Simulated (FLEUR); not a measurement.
# Magnetic state of LaFeSi from several starts, part 2 of 3

Wanted: the moments of LaFeSi and the energy of each order that was tried.

FLEUR MaX-R8.1; LDA (von Barth-Hedin); all-electron FLAPW, Dirac cores, scalar-relativistic bands. The settings are cheaper than careful work needs.

So far. Step 2 (Run 1 (ferro ++)): After 42 cycles the seed has died away: no moment is left.

## Step 3: Run 2 (antiferro +-)

Reversing part of the moments tests the sign of the couplings between them.

inp.xml

```
<?xml version="1.0" encoding="UTF-8" standalone="no"?>
<fleurInput fleurInputVersion="0.39">
   <comment>
      LaFeSi
   </comment>
   <calculationSetup>
      <cutoffs Kmax="4.31" Gmax="12.9" GmaxXC="12.9" numbands="0"/>
      <scfLoop itmax="90" minDistance="0.00002" maxIterBroyd="15" imix="Anderson" alpha="0.05" precondParam="0.0" spinf="2.0" sdNocoIR="T"/>
      <coreElectrons ctail="T" frcor="F" kcrel="0" coretail_lmax="0"/>
      <xcFunctional name="bh" relativisticCorrections="F"/>
      <magnetism jspins="2"/>
      <soc l_soc="F" theta="0.0" phi="0.0" spav="F"/>
      <expertModes spex="0" secvar="F"/>
      <geometryOptimization l_f="F" forcealpha="1.0" forcemix="BFGS" epsdisp="0.00001" epsforce="0.00001"/>
      <ldaU l_linMix="F" mixParam="0.05" spinf="1.0"/>
   </calculationSetup>
   <cell>
      <bzIntegration valenceElectrons="62.0" mode="hist" fermiSmearingEnergy="0.00918733">
         <kPointListSelection listName="default-1"/>
         <xi:include xmlns:xi="http://www.w3.org/2001/XInclude" href="kpts.xml"> </xi:include>
      </bzIntegration>
      <xi:include xmlns:xi="http://www.w3.org/2001/XInclude" href="sym.xml"> </xi:include>
      <bulkLattice scale="1.0">
         <bravaisMatrix>
            <row-1>    7.8242823663517367     0.0000000000000000     0.0000000000000000</row-1>
            <row-2>    0.0000000000000000     7.8242823663517367     0.0000000000000000</row-2>
            <row-3>    0.0000000000000000     0.0000000000000000    13.8068177339549596</row-3>
         </bravaisMatrix>
      </bulkLattice>
   </cell>
   <atomSpecies>
      <species name="Lanthanum (La)" element="La" atomicNumber="57">
         <mtSphere radius="2.8" gridPoints="925" logIncrement="0.014"/>
         <atomicCutoffs lmax="10" lnonsphr="8"/>
         <electronConfig flipSpins="F">
            <coreConfig>(1s1/2) (2s1/2) (2p1/2) (2p3/2) (3s1/2) (3p1/2) (3p3/2) (4s1/2) (3d3/2) (3d5/2) (4p1/2) (4p3/2) (4d3/2) (4d5/2)</coreConfig>
            <valenceConfig>(5s1/2) (5p1/2) (5p3/2) (6s1/2) (5d3/2) (5d5/2)</valenceConfig>
            <stateOccupation state="(5d3/2)" spinUp="0.200000" spinDown="0.200000"/>
            <stateOccupation state="(5d5/2)" spinUp="0.300000" spinDown="0.300000"/>
         </electronConfig>
         <energyParameters s="6" p="6" d="5" f="4"/>
         <lo type="SCLO" l="0" n="5" eDeriv="0"/>
         <lo type="SCLO" l="1" n="5" eDeriv="0"/>
      </species>
      <species name="Iron (Fe) 2.800" element="Fe" atomicNumber="26">
         <mtSphere radius="2.67" gridPoints="883" logIncrement="0.014"/>
         <atomicCutoffs lmax="10" lnonsphr="8"/>
         <electronConfig flipSpins="F">
            <coreConfig>(1s1/2) (2s1/2) (2p1/2) (2p3/2)</coreConfig>
            <valenceConfig>(3s1/2) (3p1/2) (3p3/2) (4s1/2) (3d3/2) (3d5/2)</valenceConfig>
            <stateOccupation state="(3d3/2)" spinUp="1.4" spinDown="1.0"/>
            <stateOccupation state="(3d5/2)" spinUp="3.0" spinDown="0.6"/>
         </electronConfig>
         <energyParameters s="4" p="4" d="3" f="4"/>
         <lo type="SCLO" l="0" n="3" eDeriv="0"/>
         <lo type="SCLO" l="1" n="3" eDeriv="0"/>
      </species>
      <species name="Iron (Fe) -2.800" element="Fe" atomicNumber="26">
         <mtSphere radius="2.67" gridPoints="883" logIncrement="0.014"/>
         <atomicCutoffs lmax="10" lnonsphr="8"/>
         <electronConfig flipSpins="F">
            <coreConfig>(1s1/2) (2s1/2) (2p1/2) (2p3/2)</coreConfig>
            <valenceConfig>(3s1/2) (3p1/2) (3p3/2) (4s1/2) (3d3/2) (3d5/2)</valenceConfig>
            <stateOccupation state="(3d3/2)" spinUp="1.0" spinDown="1.4"/>
            <stateOccupation state="(3d5/2)" spinUp="0.6" spinDown="3.0"/>
         </electronConfig>
         <energyParameters s="4" p="4" d="3" f="4"/>
         <lo type="SCLO" l="0" n="3" eDeriv="0"/>
         <lo type="SCLO" l="1" n="3" eDeriv="0"/>
      </species>
      <species name="Silicon (Si)" element="Si" atomicNumber="14">
         <mtSphere radius="1.74" gridPoints="575" logIncrement="0.02"/>
         <atomicCutoffs lmax="6" lnonsphr="4"/>
         <electronConfig flipSpins="F">
            <coreConfig>(1s1/2) (2s1/2) (2p1/2) (2p3/2)</coreConfig>
            <valenceConfig>(3s1/2) (3p1/2) (3p3/2)</valenceConfig>
            <stateOccupation state="(3p1/2)" spinUp="0.333333" spinDown="0.333333"/>
            <stateOccupation state="(3p3/2)" spinUp="0.666667" spinDown="0.666667"/>
         </electronConfig>
         <energyParameters s="3" p="3" d="3" f="4"/>
      </species>
   </atomSpecies>
   <atomGroups>
      <atomGroup species="Lanthanum (La)">
         <relPos label="                   1">1.000/2.000 .0000000000 -.3118657600</relPos>
         <relPos label="                   2">.0000000000 1.000/2.000 .3118657600</relPos>
         <force calculate="T" relaxXYZ="TTT"/>
      </atomGroup>
      <atomGroup species="Iron (Fe) 2.800">
         <relPos label="                   3">.0000000000 .0000000000 .0000000000</relPos>
         <force calculate="T" relaxXYZ="TTT"/>
      </atomGroup>
      <atomGroup species="Iron (Fe) -2.800">
         <relPos label="                   4">1.000/2.000 1.000/2.000 .0000000000</relPos>
         <force calculate="T" relaxXYZ="TTT"/>
      </atomGroup>
      <atomGroup species="Silicon (Si)">
         <relPos label="                   5">1.000/2.000 .0000000000 .1656743800</relPos>
         <relPos label="                   6">.0000000000 1.000/2.000 -.1656743800</relPos>
         <force calculate="T" relaxXYZ="TTT"/>
      </atomGroup>
   </atomGroups>
   <output dos="F" band="F" slice="F">
      <bandDOS minEnergy="-.5*Htr" maxEnergy="0.5*Htr" sigma="0.015" storeEVData="T"/>
      <plotting iplot="0" polar="F">
         <plot TwoD="T" vec1="  1.0  0.0  0.0" vec2="  0.0  1.0  0.0" vec3="  0.0  0.0  1.0" zero="  0.0  0.0  0.0" file="plot"/>
      </plotting>
      <moessbauerParams electricFieldGradient="F" isomerShift="F" coreHyperfine="F" valenceHyperfine="F"/>
   </output>
</fleurInput>
```

crystal.txt

```
LaFeSi
&input film=F cartesian=F /
4.14043192000  0.00000000000  0.00000000000
0.00000000000  4.14043192000  0.00000000000
0.00000000000  0.00000000000  7.30625330000
1.8897261246
1.0 1.0 1.0

6
57 0.50000000000  0.00000000000  0.68813424000
57 0.00000000000  0.50000000000  0.31186576000
26 0.00000000000  0.00000000000  0.00000000000 : 2.800
26 0.50000000000  0.50000000000  0.00000000000 : -2.800
14 0.50000000000  0.00000000000  0.16567438000
14 0.00000000000  0.50000000000  0.83432562000

&kpt div1=4 div2=4 div3=2 gamma=T /
```

On the command line:

```
> OMP_NUM_THREADS=1 inpgen -f crystal.txt > inpgen.log  # inp.xml is then edited as shown
> OMP_NUM_THREADS=1 mpirun -n 4 fleur_MPI > fleur.log
```

Output:

```text
[banner, memory and clock lines left out]
Welcome to FLEUR        (www.flapw.de)
      MaX-Release 8.1          (www.max-centre.eu)

 ========== k-point set info ==========
 Selected k-point list: default-1
 k-point list type: mesh
 4 x 4 x 2
 Number of k points: 12

 ------------Calculation Setup---------------------------
 Number of PE/node        :            4
 Number of OMP-threads    :            1
 k-points in parallel     :            4
 pe's per k-point         :            1
 No of k-point loops      :            3
 Eigenvalue solver        :       lapack
 Number of basis functions:         1196
 Approximate size of matrices (H+S) per k-point:         0.043 GB
 Iteration:     1   Distance:      24.32827692 me/bohr^3
 Iteration:     2   Distance:      15.97340809 me/bohr^3
 Iteration:     3   Distance:      12.49218457 me/bohr^3
 Iteration:     4   Distance:      11.08321442 me/bohr^3
 Iteration:     5   Distance:       5.57280414 me/bohr^3
 Iteration:     6   Distance:      11.11332808 me/bohr^3
 Iteration:     7   Distance:       4.61122012 me/bohr^3
 Iteration:     8   Distance:       6.79500362 me/bohr^3
 Iteration:     9   Distance:       4.43827210 me/bohr^3
 Iteration:    10   Distance:       5.48346927 me/bohr^3
[... 31 iterations left out ...]
 Iteration:    42   Distance:       0.00032441 me/bohr^3
 Iteration:    43   Distance:       0.00006571 me/bohr^3
 Iteration:    44   Distance:       0.00006503 me/bohr^3
 Iteration:    45   Distance:       0.00006159 me/bohr^3
 Iteration:    46   Distance:       0.00005604 me/bohr^3
 Iteration:    47   Distance:       0.00005413 me/bohr^3
 Iteration:    48   Distance:       0.00004706 me/bohr^3
 Iteration:    49   Distance:       0.00003987 me/bohr^3
 Iteration:    50   Distance:       0.00002864 me/bohr^3
 Iteration:    51   Distance:       0.00001380 me/bohr^3

 ********************************************************************
 Run finished successfully
 Stop message:
   all done
 ********************************************************************

--- out.xml (last complete iteration) ---
<iteration numberForCurrentRun="   51" overallNumber="   51">
         [... left out ...]
         <bandgap value="0.0327709688" units="eV"/>
         <sumValenceSingleParticleEnergies value="-29.2995832078" units="Htr"/>
         <FermiEnergy value="0.3374695162" units="Htr"/>
         <valenceDensity>
            <mtCharges spin="1">
               <mtCharge atomType="1" total="4.3333375" s="1.0331421" p="2.8133875" d="0.4091841" f="0.0750067"/>
               <mtCharge atomType="2" total="8.0515608" s="1.2949161" p="3.3515971" d="3.3754995" f="0.0231455"/>
               <mtCharge atomType="3" total="8.0515564" s="1.2949161" p="3.3515970" d="3.3754952" f="0.0231455"/>
               <mtCharge atomType="4" total="0.5794749" s="0.2691867" p="0.2880807" d="0.0208214" f="0.0012333"/>
            </mtCharges>
            <mtCharges spin="2">
               <mtCharge atomType="1" total="4.3333375" s="1.0331421" p="2.8133875" d="0.4091840" f="0.0750067"/>
               <mtCharge atomType="2" total="8.0515578" s="1.2949161" p="3.3515970" d="3.3754967" f="0.0231455"/>
               <mtCharge atomType="3" total="8.0515623" s="1.2949161" p="3.3515971" d="3.3755010" f="0.0231455"/>
               <mtCharge atomType="4" total="0.5794749" s="0.2691867" p="0.2880806" d="0.0208214" f="0.0012333"/>
            </mtCharges>
            <spinDependentCharge spin="1" total="30.9999988" interstitial="5.0712567" mtSpheres="25.9287421"/>
            <spinDependentCharge spin="2" total="31.0000012" interstitial="5.0712564" mtSpheres="25.9287448"/>
            <totalCharge value="62.0000000000"/>
         </valenceDensity>
         [... left out ...]
         <magneticMomentsInMTSpheres units="muBohr">
            <globalMagMoment atomType="1" vec="0.00000   0.00000   0.00000"/>
            <localMagMoment atomType="1" vec="0.00000   0.00000   0.00000"/>
            <globalMagMoment atomType="2" vec="0.00000   0.00000   0.00000"/>
            <localMagMoment atomType="2" vec="0.00000   0.00000   0.00000"/>
            <globalMagMoment atomType="3" vec="0.00000   0.00000  -0.00001"/>
            <localMagMoment atomType="3" vec="0.00000   0.00000  -0.00001"/>
            <globalMagMoment atomType="4" vec="0.00000   0.00000   0.00000"/>
            <localMagMoment atomType="4" vec="0.00000   0.00000   0.00000"/>
         </magneticMomentsInMTSpheres>
         [... left out ...]
         <totalEnergy value="   -20105.1390692971" units="Htr">
            <sumOfEigenvalues value="   -12250.6506558179">
               <coreElectrons value="-12221.3510726101"/>
               <valenceElectrons value="-29.2995832078"/>
            </sumOfEigenvalues>
            <densityCoulombPotentialIntegral value="-32851.2181701829"/>
            <densityEffectivePotentialIntegral value="-33573.4089573136"/>
            <chargeDenXCDenIntegral value="-545.6794189127"/>
            <FockExchangeEnergyValence value="0.0000000000"/>
            <FockExchangeEnergyCore value="0.0000000000"/>
         [... left out ...]
            <tkbTimesEntropy value="0.0487056583"/>
            <freeEnergy value="-20105.1877749554"/>
            <extrapolationTo0K value="-20105.1634221263"/>
         </totalEnergy>
         <densityConvergence units="me/bohr^3">
            <chargeDensity spin="1" distance="0.0000086777"/>
            <chargeDensity spin="2" distance="0.0000080401"/>
            <overallChargeDensity distance="0.0000094510"/>
            <spinDensity distance="0.0000138047"/>
         </densityConvergence>
      </iteration>
```

Run time: 5.7 min. Hardware: 4 MPI ranks of AMD EPYC 7R43, shared host; peak memory 0.69 GiB.

The spin moment in the muffin-tin sphere vanishes on all atoms.

Numbers from this step:

| Property | Result |
| --- | --- |
| free energy | -547090.0301 eV |
| program's band gap on this mesh (in a metal only a level spacing) | 0.03277 eV |
| final state | non-magnetic |

It ends in the same state without moments as the first start; the 1.2e-5 meV a seeded atom between them is numerical noise.

## Step 4: Start 3: no spin polarisation

Without spin polarisation no moment can form, so the difference from the other runs is what forming moments gains.

Edit inp.xml of step 3 so:

```diff
@@ -10,3 +10,3 @@
       <xcFunctional name="bh" relativisticCorrections="F"/>
-      <magnetism jspins="2"/>
+      <magnetism jspins="1"/>
       <soc l_soc="F" theta="0.0" phi="0.0" spav="F"/>
@@ -44,3 +44,3 @@
       </species>
-      <species name="Iron (Fe) 2.800" element="Fe" atomicNumber="26">
+      <species name="Iron (Fe)" element="Fe" atomicNumber="26">
          <mtSphere radius="2.67" gridPoints="883" logIncrement="0.014"/>
@@ -50,17 +50,4 @@
             <valenceConfig>(3s1/2) (3p1/2) (3p3/2) (4s1/2) (3d3/2) (3d5/2)</valenceConfig>
-            <stateOccupation state="(3d3/2)" spinUp="1.4" spinDown="1.0"/>
-            <stateOccupation state="(3d5/2)" spinUp="3.0" spinDown="0.6"/>
-         </electronConfig>
-         <energyParameters s="4" p="4" d="3" f="4"/>
-         <lo type="SCLO" l="0" n="3" eDeriv="0"/>
-         <lo type="SCLO" l="1" n="3" eDeriv="0"/>
-      </species>
-      <species name="Iron (Fe) -2.800" element="Fe" atomicNumber="26">
-         <mtSphere radius="2.67" gridPoints="883" logIncrement="0.014"/>
-         <atomicCutoffs lmax="10" lnonsphr="8"/>
-         <electronConfig flipSpins="F">
-            <coreConfig>(1s1/2) (2s1/2) (2p1/2) (2p3/2)</coreConfig>
-            <valenceConfig>(3s1/2) (3p1/2) (3p3/2) (4s1/2) (3d3/2) (3d5/2)</valenceConfig>
-            <stateOccupation state="(3d3/2)" spinUp="1.0" spinDown="1.4"/>
-            <stateOccupation state="(3d5/2)" spinUp="0.6" spinDown="3.0"/>
+            <stateOccupation state="(3d3/2)" spinUp="1.200000" spinDown="1.200000"/>
+            <stateOccupation state="(3d5/2)" spinUp="1.800000" spinDown="1.800000"/>
          </electronConfig>
@@ -84,12 +71,9 @@
       <atomGroup species="Lanthanum (La)">
-         <relPos label="                   1">1.000/2.000 .0000000000 -.3118657600</relPos>
-         <relPos label="                   2">.0000000000 1.000/2.000 .3118657600</relPos>
+         <relPos label="                   1">1.000/4.000 -1.000/4.000 -.3118657600</relPos>
+         <relPos label="                   2">-1.000/4.000 1.000/4.000 .3118657600</relPos>
          <force calculate="T" relaxXYZ="TTT"/>
       </atomGroup>
-      <atomGroup species="Iron (Fe) 2.800">
-         <relPos label="                   3">.0000000000 .0000000000 .0000000000</relPos>
-         <force calculate="T" relaxXYZ="TTT"/>
-      </atomGroup>
-      <atomGroup species="Iron (Fe) -2.800">
-         <relPos label="                   4">1.000/2.000 1.000/2.000 .0000000000</relPos>
+      <atomGroup species="Iron (Fe)">
+         <relPos label="                   3">-1.000/4.000 -1.000/4.000 .0000000000</relPos>
+         <relPos label="                   4">1.000/4.000 1.000/4.000 .0000000000</relPos>
          <force calculate="T" relaxXYZ="TTT"/>
@@ -97,4 +81,4 @@
       <atomGroup species="Silicon (Si)">
-         <relPos label="                   5">1.000/2.000 .0000000000 .1656743800</relPos>
-         <relPos label="                   6">.0000000000 1.000/2.000 -.1656743800</relPos>
+         <relPos label="                   5">1.000/4.000 -1.000/4.000 .1656743800</relPos>
+         <relPos label="                   6">-1.000/4.000 1.000/4.000 -.1656743800</relPos>
          <force calculate="T" relaxXYZ="TTT"/>
```

Edit crystal.txt of step 3 so:

```diff
@@ -11,4 +11,4 @@
 57 0.00000000000  0.50000000000  0.31186576000
-26 0.00000000000  0.00000000000  0.00000000000 : 2.800
-26 0.50000000000  0.50000000000  0.00000000000 : -2.800
+26 0.00000000000  0.00000000000  0.00000000000
+26 0.50000000000  0.50000000000  0.00000000000
 14 0.50000000000  0.00000000000  0.16567438000
```

Output:

```text
[banner, memory and clock lines left out]
Welcome to FLEUR        (www.flapw.de)
      MaX-Release 8.1          (www.max-centre.eu)

 ========== k-point set info ==========
 Selected k-point list: default-1
 k-point list type: mesh
 4 x 4 x 2
 Number of k points: 12

 [... set-up left out ...]
 Iteration:     1   Distance:      27.88907192 me/bohr^3
 Iteration:     2   Distance:       9.65555416 me/bohr^3
 Iteration:     3   Distance:      10.68838544 me/bohr^3
 Iteration:     4   Distance:       7.43638112 me/bohr^3
 Iteration:     5   Distance:       5.55340851 me/bohr^3
[...]
<FermiEnergy value="0.3374694921" units="Htr"/>
         [... left out ...]
         <totalEnergy value="   -20105.1390699648" units="Htr">
            <sumOfEigenvalues value="   -12250.6506613343">
               <coreElectrons value="-12221.3510765663"/>
               <valenceElectrons value="-29.2995847680"/>
            </sumOfEigenvalues>
         [... left out ...]
            <freeEnergy value="-20105.1877756179"/>
            <extrapolationTo0K value="-20105.1634227914"/>
         </totalEnergy>
         <densityConvergence units="me/bohr^3">
            <chargeDensity spin="1" distance="0.0000074873"/>
         </densityConvergence>
      </iteration>
```

Elapsed: 40 s, on 4 MPI ranks; peak memory 0.49 GiB.

This step gave:

* free energy: -547090.0301 eV
* program's band gap on this mesh (in a metal only a level spacing): 0.03277 eV
* final state: non-magnetic (no spin polarisation)

It ends in the same state without moments as the first start; the 0.0090 meV a seeded atom between them is numerical noise.

[end of part 2 of 3]

[Logs and program files are shortened in this print: banners, set-up blocks, solver, clock and traceback lines can be left out without a mark of their own.]

[Logs are printed without paths, hosts, clocks, repeated set-up lines and the standing remarks that a program may print on its own settings, such as how far it seeks lower states.]

[Hosts, paths, dates, database ids (printed as entryN), source tags and the programs' standing remarks are cut or masked in the printed files.]

[Where a cell is said to come from a database of computed structures, the database is the Materials Project.]
